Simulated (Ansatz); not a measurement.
**Work function of Ca(100): what the settings cost and change**

How far do cutoff, k-mesh and smearing move the work function of Ca(100)?

Main program and level: Ansatz 0.2.0; plane-wave DFT, PBE, Ansatz PAW.

## Step 1: Starting point

The cell holds 7 atoms: 7 Ca. Its edges and angles: a = 3.946 Å, b = 3.946 Å, c = 34.740 Å, α = 90.0°, β = 90.0°, γ = 90.0°. Vacuum lies along c.

## Step 2: Run, setting cutoff 200 eV

A work function rests on the faint tail of the density, so the SCF threshold is tight. The cutoff is raised first; then mesh and smearing are varied at the default cutoff.

Input file input.yaml:

```yaml
crystal:
  lattice:
    - [3.945655839, 0.0, 0.0]
    - [0.0, 3.945655839, 0.0]
    - [0.0, 0.0, 34.74]
  atoms:
    - { symbol: Ca, position: [0.0, 0.0, 0.2590673575] }
    - { symbol: Ca, position: [0.5, 0.5, 0.3393782383] }
    - { symbol: Ca, position: [0.0, 0.0, 0.4196891192] }
    - { symbol: Ca, position: [0.5, 0.5, 0.5] }
    - { symbol: Ca, position: [0.0, 0.0, 0.5803108808] }
    - { symbol: Ca, position: [0.5, 0.5, 0.6606217617] }
    - { symbol: Ca, position: [0.0, 0.0, 0.7409326425] }
kpoints:
  mp_grid: { grid: [10, 10, 1] }
hamiltonian:
  xc: pbe
scf:
  occupations: { method: fermi_dirac, width: 0.1 }
  convergence: { dr2_threshold: 1.0e-09 }
efield:
  axis: 3
  dipole_correction: true
  ramp_position: 0.97
  ramp_width: 0.06
basis:
  ecutwfc: "200 eV"
output:
  write_potential: true
  write_density: true
  volumetric_format: npy
  elf: true
```

Command:

```sh
$ ansatz run input.yaml --threads 2 --pin off --max-ram 3072MiB --backend cpu --events-out ev --progress --plain --runs-dir out
```

Numbers of over 12 decimals in the logs are rounded to 6 here.

What it wrote:

```text
Warning: basis.ecutwfc = 200 eV is below the records' recommended 420 eV, and the density's cutoff is lower with it unless basis.ecutrho_ratio is high enough to keep the records' density cutoff: compare with a run at a higher cutoff
Engine: ansatz 0.2.0, aarch64-unknown-linux-gnu
Pseudopotentials: kind: paw
Pseudopotential: Ca, paw, valence charge 10, recommended cutoff 420 eV (normal), Ca.paw.azcp
Functional definition: PBE
  parameter kappa = 0.804
  parameter beta = 0.066725
  exchange = pbe_x(kappa = kappa, mu = beta*pi^2/3)
  correlation = pbe_c(beta = beta)
Crystal: 7 atoms, lattice volume = 540.839 Å³
Basis set: ecut = 200 eV, 3541 PW (Γ)
Bands: 42, of which v1, the nominal top of the filled ones, is band 35 counted from 1 (34 counted from 0)
Symmetry: 8 space group operations
k-points: 21 of 100
Non-local potential: Ca, projectors of the file, l = 0: 3, l = 1: 2, l = 2: 2
PAW form: soft (Blöchl's): semilocal exchange-correlation on the pseudo side does not see the compensation charge
PAW one-centre angular grid: Ca, 110 points (default); XC on 64 Gauss nodes
Initial density: superposition of atomic densities (neutral atoms: chi_scale 0, normalization atom), corrected by the library's trained network
Initial wavefunctions: pseudopotential atomic-orbital guess
Functional: x = pbe(κ = 0.804, μ = 0.219515), c = pbe(β = 0.066725)
SCF iter   1: F=—  HF=-12708.275960 eV  |F-HF|=—  |Δ(HF+E_count)|=         —  Δρ=1.83e-2  dr2=3.96e0  ethr=1.77e-3  p=0.000 e·Å  D=1.32e-14 V/Å  ΔV_dip=-0.00 eV  dr2_dipole=1.93e-7  V_vac-E_F(+/−)=2.39/2.39 eV  ⟨swp⟩=14.5  Hψ=4852  notcnv=0
efield: sawtooth ramp at fractional position 0.9700 (set: `efield.ramp_position`, or a place that a band, a saddle search or an elastic batch's reference lends), width 0.0600; the density the first Hamiltonian is built on has a dipole p = 0.000 e·Å; the dipole correction subtracts the counter field D = 1.32e-14 V/Å, which shifts the + side's vacuum level by -0.00 eV against the − side's; the planar-averaged density in the ramp window peaks in size at 2.4e-5 e/Å³
preconditioner: auto → LDOS  [metal: Δε(μ)=0.017 eV  Ē_g=2.024 eV  σ=0.100 eV  W_gap=0.04  n_scr=72 (ndim 8)  ℏωp=6.0 eV  f_vac=0.389  D(μ)=8.19/eV (n_scr^D=38)  β→1.0]
SCF iter   2: F=—  HF=-12707.942941 eV  |F-HF|=—  |Δ(HF+E_count)|=   3.33e-1  Δρ=5.91e-3  dr2=1.31e-1  ethr=1.77e-3  p=-0.000 e·Å  D=-4.24e-6 V/Å  ΔV_dip=0.00 eV  dr2_dipole=1.36e-7  V_vac-E_F(+/−)=2.77/2.77 eV  ⟨swp⟩=14.1  Hψ=8108  notcnv=0
automatic band count: the SCF goes on with 49 bands, as 42 were too few: the levels above may hold too much charge
SCF iter   3: F=—  HF=-12707.888592 eV  |F-HF|=—  |Δ(HF+E_count)|=   5.43e-2  Δρ=7.58e-4  dr2=1.03e-2  ethr=1.87e-4  p=-0.000 e·Å  D=-2.27e-6 V/Å  ΔV_dip=0.00 eV  dr2_dipole=1.19e-8  V_vac-E_F(+/−)=2.80/2.80 eV  ⟨swp⟩=2.6  Hψ=2295  notcnv=0
SCF iter   4: F=—  HF=-12707.887941 eV  |F-HF|=—  |Δ(HF+E_count)|=   6.51e-4  Δρ=2.13e-4  dr2=4.77e-4  ethr=1.47e-5  p=-0.000 e·Å  D=-5.45e-7 V/Å  ΔV_dip=0.00 eV  dr2_dipole=7.17e-11  V_vac-E_F(+/−)=2.81/2.81 eV  ⟨swp⟩=2.1  Hψ=1201  notcnv=0
SCF iter   5: F=—  HF=-12707.887911 eV  |F-HF|=—  |Δ(HF+E_count)|=   2.99e-5  Δρ=7.67e-5  dr2=1.72e-4  ethr=6.81e-7  p=-0.000 e·Å  D=-3.58e-7 V/Å  ΔV_dip=0.00 eV  dr2_dipole=2.97e-11  V_vac-E_F(+/−)=2.82/2.82 eV  ⟨swp⟩=2.1  Hψ=1567  notcnv=0
SCF iter   6: F=—  HF=-12707.887938 eV  |F-HF|=—  |Δ(HF+E_count)|=   2.62e-5  Δρ=1.57e-5  dr2=3.06e-6  ethr=2.46e-7  p=-0.000 e·Å  D=-2.51e-8 V/Å  ΔV_dip=0.00 eV  dr2_dipole=1.82e-11  V_vac-E_F(+/−)=2.82/2.82 eV  ⟨swp⟩=2.0  Hψ=1107  notcnv=0
SCF iter   7: F=—  HF=-12707.887935 eV  |F-HF|=—  |Δ(HF+E_count)|=   2.87e-6  Δρ=4.84e-6  dr2=2.67e-7  ethr=4.37e-9  p=0.000 e·Å  D=1.56e-8 V/Å  ΔV_dip=-0.00 eV  dr2_dipole=8.02e-14  V_vac-E_F(+/−)=2.82/2.82 eV  ⟨swp⟩=2.1  Hψ=1281  notcnv=0
SCF iter   8: F=—  HF=-12707.887935 eV  |F-HF|=—  |Δ(HF+E_count)|=   1.93e-7  Δρ=1.88e-6  dr2=5.79e-8  ethr=3.81e-10  p=0.000 e·Å  D=9.71e-9 V/Å  ΔV_dip=-0.00 eV  dr2_dipole=5.29e-14  V_vac-E_F(+/−)=2.82/2.82 eV  ⟨swp⟩=2.8  Hψ=1836  notcnv=0
SCF iter   9: F=—  HF=-12707.887935 eV  |F-HF|=—  |Δ(HF+E_count)|=  7.95e-10  Δρ=7.63e-7  dr2=4.73e-9  ethr=8.27e-11  p=0.000 e·Å  D=2.83e-9 V/Å  ΔV_dip=-0.00 eV  dr2_dipole=2.16e-14  V_vac-E_F(+/−)=2.82/2.82 eV  ⟨swp⟩=2.1  Hψ=1559  notcnv=0
SCF iter  10: F=-12707.887935 eV  HF=-12707.887935 eV  |F-HF|=2.18e-10  |Δ(HF+E_count)|=  2.38e-10  Δρ=2.32e-7  dr2=5.47e-10  ethr=1.43e-12  p=0.000 e·Å  D=1.32e-9 V/Å  ΔV_dip=-0.00 eV  dr2_dipole=7.05e-16  V_vac-E_F(+/−)=2.82/2.82 eV  ⟨swp⟩=9.2  Hψ=2790  notcnv=0
SCF 1 converged in 10 iterations: F = -12707.887935 eV  dr2 = 5.47e-10
  greatest PAW one-centre occupation: 1.023 electrons in one spin orbital (limit 2), on the Ca atom at site 3 (counted from 0), in its partial waves of l = 1
WARN: The output density's exchange-correlation potential varies sharply where the density is thin. Do not read a vacuum level from v_tot or v_xc, or from such a field of the output density. On a cell that repeats whose density bears no net charge and no dipole along the vacuum's axis use v_es (v_loc + v_h of the components); under efield.dipole_correction with no amplitude use v_es + v_field, which holds any externa [...]
SCF converged after 10 iterations
Free energy (F): -12707.887935 eV
Harris-Foulkes:  -12707.887935 eV  (|F-HF|=2.18e-10)
Internal energy: -12707.622304 eV  (E = F + TS)
E sigma→0 (E₀):  -12707.755120 eV
Entropy (-TS):   -0.265630 eV (-37.947 meV/atom)
Fermi energy:    1.575154 eV
Dipole field:    D = 0.000000 V/Å  (p = 0.000000 e·Å, saw-weighted, corrected)
Work function:   Φ+ = 2.8222 eV   Φ− = 2.8225 eV
Levels:          The Fermi level and band energies are counted from a zero that moves with the ramp; work functions are not
--- Per-component energies (eV) ---
  E_band       = -1499.577191
  E_kinetic    = 1932.791777
  E_local      = -38179.298285  (includes V_loc(G=0)·N_el)
  E_nonlocal   = 417.565226
  E_hartree    = 17975.990870
  E_xc         = -951.354685
  E_vxc        = -1186.120358  (∫ρ·V_xc dr)
  E_paw        = -5994.057370  (= ΣΔE_a)
  E_vpaw       = -436.499544  (= ΣTr[D̂ρ^β])
  E_aug_tail   = -0.000230  (compensation charges beyond the density's cutoff)
  E_efield     = 0.000000  (sawtooth field / dipole correction)
  E_vefield    = 0.000000  (∫n·V_field dr)
  E_ewald      = 12090.740392
  E_smearing   = -0.265630  (= −TS)
  E_closure    = -0.000000  (closes the sum)
  Σ components = -12707.887935   (vs F -12707.887935, Δ=0.00e0)
--- Band table (eV; the first three rows and the last of 21) ---
  k-point 0: bands = [... 31 lower, -1.2014, -0.5192, 0.1929, 0.8211, 2.0121, 2.0799, 2.2061, 2.3434, ... 10 higher]
  k-point 1: bands = [... 31 lower, -1.0993, -0.4190, 0.2941, 0.9275, 2.0524, 2.1406, 2.2615, 2.3499, ... 10 higher]
  k-point 2: bands = [... 31 lower, -0.8034, -0.1364, 0.5613, 1.1819, 2.0808, 2.1436, 2.2201, 2.3415, ... 10 higher]
  k-point 20: bands = [... 31 lower, 1.4291, 1.6771, 1.6977, 1.8312, 2.1743, 2.1743, 2.2005, 2.2005, ... 10 higher]
```

Run time: 30 s. Hardware: 2 threads of Arm Neoverse N1, shared host; peak memory 0.46 GiB; 58 s of CPU time.

This step gave:

```
energy at zero smearing   : -12707.7551 eV
work function, upper face : 2.822 eV
```

Running mean over 2.79 Å of the planar mean; the ramp of the sawtooth is left out. The electron's electrostatic potential energy less the Fermi level by z:

```csv
z (Å),electron's electrostatic potential energy less the Fermi level (eV)
4,2.81
5,2.77
6,2.56
7,1.44
8,-1.89
9,-3.10
10,-2.98
11,-2.87
12,-2.87
13,-2.90
14,-2.90
15,-2.90
16,-2.90
17,-2.90
18,-2.90
19,-2.90
20,-2.90
21,-2.90
22,-2.89
23,-2.87
24,-2.89
25,-3.03
26,-3.02
27,-1.03
28,1.92
29,2.65
30,2.79
31,2.81
```

Valence density in the ca plane at fractional y = 0.000, with atoms of Ca within 0.2 Å of it. It is the smooth field of the valence electrons, not physical close to the nuclei.

Ten steps, logarithmic in the rise over the least value, from '0' (0.0 e/Å³) to '9' (6.2 e/Å³), each cell a mean:
```
98621111111126899631111111125899741000000000
76311111111114676421111111113577520000000000
32111111111111232111111111111233210000000000
11111111111111111111111111111111100000000000
11111111111111111111111111111111100000000000
11111111111111111111111111111111100000000000
11111111111111111111111111111121110000000000
54211111111112454211111111112455310000000000
87521111111125888521111111114788631000000000
99621111111136999731111111126899841000000000
```
Columns run along c (16.0 Å, from fractional 0.42 to 0.88 of the cell), rows up along a (3.9 Å). Atoms in or near the plane, at fractional coordinates: Ca at (0.58, 0.00), Ca at (0.74, 0.00).

Electrostatic potential energy in the ca plane at fractional y = 0.000, with atoms of Ca within 0.2 Å of it. With pseudopotentials it is smooth inside the atoms' cores, unlike the true potential.

Ten even steps from '0' (-56 eV) to '9' (5 eV), each cell a mean:
```
01689999999985100589999999986200378999999999
35799999999987535789999999997534689999999999
88899999999998888899999999999888899999999999
99999999999999999999999999999999999999999999
99999999999999999999999999999999999999999999
99999999999999999999999999999999999999999999
89999999999999888999999999999988999999999999
67899999999998767899999999998766789999999999
13689999999986212689999999987311578999999999
00589999999984000479999999985100278999999999
```
Columns run along c (16.0 Å, from fractional 0.42 to 0.88 of the cell; values clipped at the 3rd and 97th percentile), rows up along a (3.9 Å). Atoms in or near the plane, at fractional coordinates: Ca at (0.58, 0.00), Ca at (0.74, 0.00).

ELF in the ca plane at fractional y = 0.000, with atoms of Ca within 0.2 Å of it. It is the smooth field of the valence electrons, not physical close to the nuclei.

Ten even steps from '0' (0.00) to '9' (0.85), each cell a mean:
```
99711566664118999821366665216999950011000000
97312566665213898411466666312799610020000000
21014667766310121012667766411122100230000000
11246665566531111135665566642111114421000000
34555654456555333555654456666544575321000000
12356655566653212345665456654322345421000000
00125666666421000124666666531111111420000000
64113667765211565112566766311366300130000000
99512566664116999711466665214999830021000000
99811476674128999931377675217999950011000000
```
Columns run along c (16.0 Å, from fractional 0.42 to 0.88 of the cell), rows up along a (3.9 Å). Atoms in or near the plane, at fractional coordinates: Ca at (0.58, 0.00), Ca at (0.74, 0.00).

The work function is 2.822 eV.

## Step 3: Run

input.yaml: that of step 2 with these lines changed.

```diff
@@ -26,3 +26,3 @@
 basis:
-  ecutwfc: "200 eV"
+  ecutwfc: "300 eV"
 output:
@@ -31,2 +31 @@
   volumetric_format: npy
-  elf: true
```

What it wrote:

```text
[...]
Crystal: 7 atoms, lattice volume = 540.839 Å³
Basis set: ecut = 300 eV, 6427 PW (Γ)
Bands: 42, of which v1, the nominal top of the filled ones, is band 35 counted from 1 (34 counted from 0)
Symmetry: 8 space group operations
k-points: 21 of 100
[...]
k-point 0: bands = [... 31 lower, -1.1368, -0.4688, 0.2249, 0.8213, 1.9875, 2.0282, 2.1478, 2.2287, ... 10 higher]
  k-point 1: bands = [... 31 lower, -1.0359, -0.3722, 0.3175, 0.9112, 2.0255, 2.0659, 2.1521, 2.2216, ... 10 higher]
  k-point 2: bands = [... 31 lower, -0.7432, -0.0947, 0.5810, 1.1643, 1.9914, 2.0702, 2.1446, 2.2493, ... 10 higher]
  k-point 20: bands = [... 31 lower, 1.3726, 1.5816, 1.6167, 1.7269, 2.0956, 2.0956, 2.0957, 2.0957, ... 10 higher]
[key lines of the parts left out:]
SCF converged after 10 iterations
Free energy (F): -12717.153841 eV
Fermi energy:    1.537013 eV
Dipole field:    D = 0.000000 V/Å  (p = 0.000001 e·Å, saw-weighted, corrected)
Work function:   Φ+ = 2.7804 eV   Φ− = 2.7804 eV
```

It took 46 s on 2 threads; peak memory 0.67 GiB; 90 s of CPU time.

The work function is 2.780 eV, -0.042 eV from the run “cutoff 200 eV”, at 1.6 times its CPU time.

## Step 4: Run

input.yaml: that of step 3 with these lines changed.

```diff
@@ -26,3 +26,3 @@
 basis:
-  ecutwfc: "300 eV"
+  ecutwfc: "420 eV"
 output:
```

What it wrote:

```text
[...]
Crystal: 7 atoms, lattice volume = 540.839 Å³
Basis set: ecut = 420 eV, 10629 PW (Γ)
Bands: 42, of which v1, the nominal top of the filled ones, is band 35 counted from 1 (34 counted from 0)
Symmetry: 8 space group operations
k-points: 21 of 100
[...]
k-point 0: bands = [... 31 lower, -1.1358, -0.4682, 0.2250, 0.8198, 1.9870, 2.0261, 2.1449, 2.2241, ... 10 higher]
  k-point 1: bands = [... 31 lower, -1.0349, -0.3715, 0.3175, 0.9096, 2.0247, 2.0633, 2.1486, 2.2179, ... 10 higher]
  k-point 2: bands = [... 31 lower, -0.7423, -0.0942, 0.5809, 1.1628, 1.9884, 2.0673, 2.1427, 2.2462, ... 10 higher]
  k-point 20: bands = [... 31 lower, 1.3693, 1.5776, 1.6136, 1.7236, 2.0917, 2.0917, 2.0923, 2.0923, ... 10 higher]
[key lines of the parts left out:]
SCF converged after 10 iterations
Free energy (F): -12717.258919 eV
Fermi energy:    1.535768 eV
Dipole field:    D = -0.000000 V/Å  (p = -0.000000 e·Å, saw-weighted, corrected)
Work function:   Φ+ = 2.7794 eV   Φ− = 2.7794 eV
```

Wall time 82 s (2 threads); peak memory 0.95 GiB; 2.7 min of CPU time.

The work function is 2.779 eV, -0.043 eV from the run “cutoff 200 eV”, at 2.8 times its CPU time.

## Step 5: Run

input.yaml: that of step 4 with these lines changed.

```diff
@@ -26,3 +26,3 @@
 basis:
-  ecutwfc: "420 eV"
+  ecutwfc: "600 eV"
 output:
```

What it wrote:

```text
[...]
Crystal: 7 atoms, lattice volume = 540.839 Å³
Basis set: ecut = 600 eV, 17995 PW (Γ)
Bands: 42, of which v1, the nominal top of the filled ones, is band 35 counted from 1 (34 counted from 0)
Symmetry: 8 space group operations
k-points: 21 of 100
[...]
k-point 0: bands = [... 31 lower, -1.1359, -0.4683, 0.2249, 0.8198, 1.9868, 2.0260, 2.1449, 2.2241, ... 10 higher]
  k-point 1: bands = [... 31 lower, -1.0350, -0.3716, 0.3175, 0.9096, 2.0246, 2.0632, 2.1486, 2.2179, ... 10 higher]
  k-point 2: bands = [... 31 lower, -0.7424, -0.0942, 0.5808, 1.1628, 1.9884, 2.0672, 2.1426, 2.2462, ... 10 higher]
  k-point 20: bands = [... 31 lower, 1.3693, 1.5776, 1.6136, 1.7236, 2.0917, 2.0917, 2.0923, 2.0923, ... 10 higher]
[key lines of the parts left out:]
SCF converged after 10 iterations
Free energy (F): -12717.261642 eV
Fermi energy:    1.535723 eV
Dipole field:    D = -0.000000 V/Å  (p = -0.000001 e·Å, saw-weighted, corrected)
Work function:   Φ+ = 2.7797 eV   Φ− = 2.7797 eV
```

It took 2.1 min on 2 threads; peak memory 1.4 GiB.

The work function is 2.780 eV, +0.000 eV from the run “cutoff 420 eV”, at 1.6 times its CPU time.

## Step 6: Run

input.yaml: that of step 5 with these lines changed.

```diff
@@ -14,3 +14,3 @@
 kpoints:
-  mp_grid: { grid: [10, 10, 1] }
+  mp_grid: { grid: [2, 2, 1] }
 hamiltonian:
@@ -25,4 +25,2 @@
   ramp_width: 0.06
-basis:
-  ecutwfc: "600 eV"
 output:
```

What it wrote:

```text
[...]
Crystal: 7 atoms, lattice volume = 540.839 Å³
Basis set: ecut = 420 eV, 10629 PW (Γ)
Bands: 42, of which v1, the nominal top of the filled ones, is band 35 counted from 1 (34 counted from 0)
Symmetry: 8 space group operations
k-points: 3 of 4
[...]
Work function:   Φ+ = 2.5476 eV   Φ− = 2.5476 eV
[...]
--- Band table (eV) ---
  k-point 0: bands = [... 31 lower, -1.0213, -0.3783, 0.3210, 0.9309, 1.9988, 2.0416, 2.3031, 2.3847, ... 10 higher]
  k-point 1: bands = [... 31 lower, 0.3857, 0.5665, 0.6484, 0.7693, 1.5003, 1.6849, 1.7094, 1.9967, ... 10 higher]
  k-point 2: bands = [... 31 lower, 1.5051, 1.7120, 1.7385, 1.8678, 2.2603, 2.2603, 2.2620, 2.2620, ... 10 higher]
[key lines of the parts left out:]
SCF converged after 11 iterations
Free energy (F): -12716.975105 eV
Fermi energy:    1.622169 eV
Dipole field:    D = 0.000001 V/Å  (p = 0.000002 e·Å, saw-weighted, corrected)
```

Elapsed: 8.9 s, on 2 threads; peak memory 0.62 GiB.

The work function is 2.548 eV, -0.232 eV from the run “cutoff 420 eV”, at 0.094 times its CPU time.

## Step 7: Slab

input.yaml: that of step 6 with these lines changed.

```diff
@@ -14,3 +14,3 @@
 kpoints:
-  mp_grid: { grid: [2, 2, 1] }
+  mp_grid: { grid: [3, 3, 1] }
 hamiltonian:
```

What it wrote:

```text
[...]
Crystal: 7 atoms, lattice volume = 540.839 Å³
Basis set: ecut = 420 eV, 10629 PW (Γ)
Bands: 42, of which v1, the nominal top of the filled ones, is band 35 counted from 1 (34 counted from 0)
Symmetry: 8 space group operations
k-points: 3 of 9
[...]
Work function:   Φ+ = 2.7720 eV   Φ− = 2.7720 eV
[...]
--- Band table (eV) ---
  k-point 0: bands = [... 31 lower, -1.1520, -0.4731, 0.2090, 0.7989, 1.9989, 2.0384, 2.1201, 2.1980, ... 10 higher]
  k-point 1: bands = [... 31 lower, -0.1333, 0.4720, 1.0791, 1.3531, 1.5064, 1.6602, 1.7166, 2.0259, ... 10 higher]
  k-point 2: bands = [... 31 lower, 0.7877, 1.2801, 1.5664, 1.5986, 2.0116, 2.1139, 2.1863, 2.1863, ... 10 higher]
[key lines of the parts left out:]
SCF converged after 11 iterations
Free energy (F): -12717.126099 eV
Fermi energy:    1.574062 eV
Dipole field:    D = 0.000000 V/Å  (p = 0.000001 e·Å, saw-weighted, corrected)
```

Run time: 14 s. Hardware: 2 threads; peak memory 0.57 GiB.

The work function is 2.772 eV, -0.007 eV from the run “cutoff 420 eV”, at 0.14 times its CPU time.

## Step 8: Slab

input.yaml: that of step 7 with these lines changed.

```diff
@@ -14,3 +14,3 @@
 kpoints:
-  mp_grid: { grid: [3, 3, 1] }
+  mp_grid: { grid: [7, 7, 1] }
 hamiltonian:
```

What it wrote:

```text
[...]
Crystal: 7 atoms, lattice volume = 540.839 Å³
Basis set: ecut = 420 eV, 10629 PW (Γ)
Bands: 42, of which v1, the nominal top of the filled ones, is band 35 counted from 1 (34 counted from 0)
Symmetry: 8 space group operations
k-points: 10 of 49
[...]
k-point 0: bands = [... 31 lower, -1.1374, -0.4662, 0.2251, 0.8197, 1.9875, 2.0267, 2.1447, 2.2256, ... 10 higher]
  k-point 1: bands = [... 31 lower, -0.9331, -0.2713, 0.4115, 1.0001, 2.0581, 2.0670, 2.1698, 2.1957, ... 10 higher]
  k-point 2: bands = [... 31 lower, -0.3638, 0.2588, 0.9071, 1.4712, 1.6725, 1.7737, 1.9798, 2.1951, ... 10 higher]
  k-point 9: bands = [... 31 lower, 1.2864, 1.4436, 1.5580, 1.6335, 2.0465, 2.0987, 2.1258, 2.1358, ... 10 higher]
[key lines of the parts left out:]
SCF converged after 9 iterations
Free energy (F): -12717.266127 eV
Fermi energy:    1.540038 eV
Dipole field:    D = -0.000000 V/Å  (p = -0.000000 e·Å, saw-weighted, corrected)
Work function:   Φ+ = 2.7742 eV   Φ− = 2.7742 eV
```

Wall time 44 s (2 threads); peak memory 0.74 GiB.

The work function is 2.774 eV, -0.005 eV from the run “cutoff 420 eV”, at 0.49 times its CPU time.

[end of part 1 of 2]

[Logs are printed without paths, hosts, clocks, repeated set-up lines and the standing remarks that a program may print on its own settings, such as how far it seeks lower states.]

[Hosts, paths, dates, database ids (printed as entryN), source tags and the programs' standing remarks are cut or masked in the printed files.]

[Maps of the electrostatic potential energy from Ansatz leave out the sawtooth potential of an applied field or a dipole correction, so their vacuum need not be flat; planar profiles and work functions include it.]
